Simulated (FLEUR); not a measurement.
```
CaMn2As2: parallel and opposed starts
1.0
     4.00034    0.00000    0.00000
    -2.00017    3.46439    0.00000
     0.00000    0.00000    6.99554
Ca Mn As
1 2 2
Direct
  0.00000 0.00000 0.00000
  0.33333 0.66667 0.61587
  0.66667 0.33333 0.38413
  0.66667 0.33333 0.72910
  0.33333 0.66667 0.27090
# method: PBEsol; all-electron FLAPW, Dirac cores, scalar-relativistic bands
# program: FLEUR MaX-R8.1
# settings of one run: kmax 3.69 1/bohr, gmax 11.1 1/bohr, muffin tin radii Ca: 2.8, Mn: 2.22, As: 2.22 bohr, lmax Ca: [10, 8], Mn: [8, 6], As: [8, 6], hist occupations, smearing width 0.03 eV, mixer Anderson, mixing 0.05, max iterations 90, stop 2.00e-5 me/bohr³, collinear spin, 8×8×4 k-mesh, mesh matched on, starting moments 0 3.5 -3.5 0 0 μB
# cost: 3 runs, 2.7 min in all on 4 MPI ranks of Intel Xeon 6975P-C (Granite Rapids), shared host (the runs of this entry)
# notes: This is the lowest of 3 finished starts, no proof of the ground state.
# lowest state found: antiferromagnetic (initial antiferro +-)
# largest site spin moment: 3.34 μB
# next finished state: ferromagnetic, with opposed induced moments, 260 meV a seeded atom higher
# energy gained by spin polarisation: 741 meV a seeded atom
```

[Logs and program files are shortened in this print: banners, set-up blocks, solver, clock and traceback lines can be left out without a mark of their own.]

[Logs are printed without paths, hosts, clocks, repeated set-up lines and the standing remarks that a program may print on its own settings, such as how far it seeks lower states.]

[Hosts, paths, dates, database ids (printed as entryN), source tags and the programs' standing remarks are cut or masked in the printed files.]

[Where a cell is said to come from a database of computed structures, the database is the Materials Project.]
